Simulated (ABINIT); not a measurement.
Entries from a set of simulations; values are calculated unless marked as measured.

Quasiparticle gap of Al2O3 (Corundum) in ABINIT. Symmetry: R-3c, No. 167, trigonal system. Conventional cell: a = 4.760 Å, b = 4.760 Å, c = 12.996 Å, α = 90.00°, β = 90.00°, γ = 120.00°. Nearest to Al lie 6 O at 1.85 to 1.97 Å. Nearest to O lie 4 Al at 1.85 to 1.97 Å. Farther neighbours, and contacts between anions beyond the nearest, are not listed. The calculation used RPA screening on PBE, plane waves, norm-conserving pseudopotentials (and 2 further levels or steps) in ABINIT 10.8.3, with cutoff 36 Ha, PseudoDojo scalar-relativistic 0.4.1 standard, norm-conserving, ngkpt (4, 4, 4), nband 102, ecuteps 3.9 Ha, inclvkb 2, shiftk (0, 0, 0), symchi 1, awtr 1, frequency ppm, 4×4×4 k-mesh. The PBE gap is 6.27 eV, direct, the G0W0 gap on the mesh is 8.43 eV and the GW settings are 4×4×4 mesh, 102 bands, screening to 106.1 eV, Godby-Needs plasmon pole. The known limits are short of the basis limit. It took 4 runs, 8 min in all on 8 MPI ranks of AMD EPYC 7R43, shared host. G0W0 moves the gap on the mesh from 6.27 eV to 8.43 eV (+2.16 eV), with Z of 0.82 and 0.86 at the edges. Local fields lower the RPA ε∞ on this mesh from 3.24 to 3.05. The program's warnings: nkpt*nsppol () is not a multiple of nproc spkpt (). The cell and positions come from the Crystallography Open Database and are kept as given unless a step says otherwise.

[Paths, hosts, dates, memory and timing lines, banners, echoed tables and standing remarks are left out of the program output; an Ansatz launch command may be rebuilt from the run's recorded settings. Measured values are a selection of at most five: reports struck by readers or far from the other reports are left out. None is set beside runs whose start may be inverted or whose files or cutoffs have a known fault.]

[Runs of the session that timed out or met a known fault of the program may be left out.]

[Hosts, paths, dates, database ids (printed as entryN), source tags and the programs' standing remarks are cut or masked in the printed files.]

[G0W0 gaps are taken among the corrected bands and points alone; a level outside them can change the order at an edge.]

[Where Ansatz stands beside ABINIT at settings called matched, ABINIT's density can come from a denser mesh and the files from another edition; pairs whose starting gaps differed by over 0.03 eV were left out, so agreement reads better than it is.]
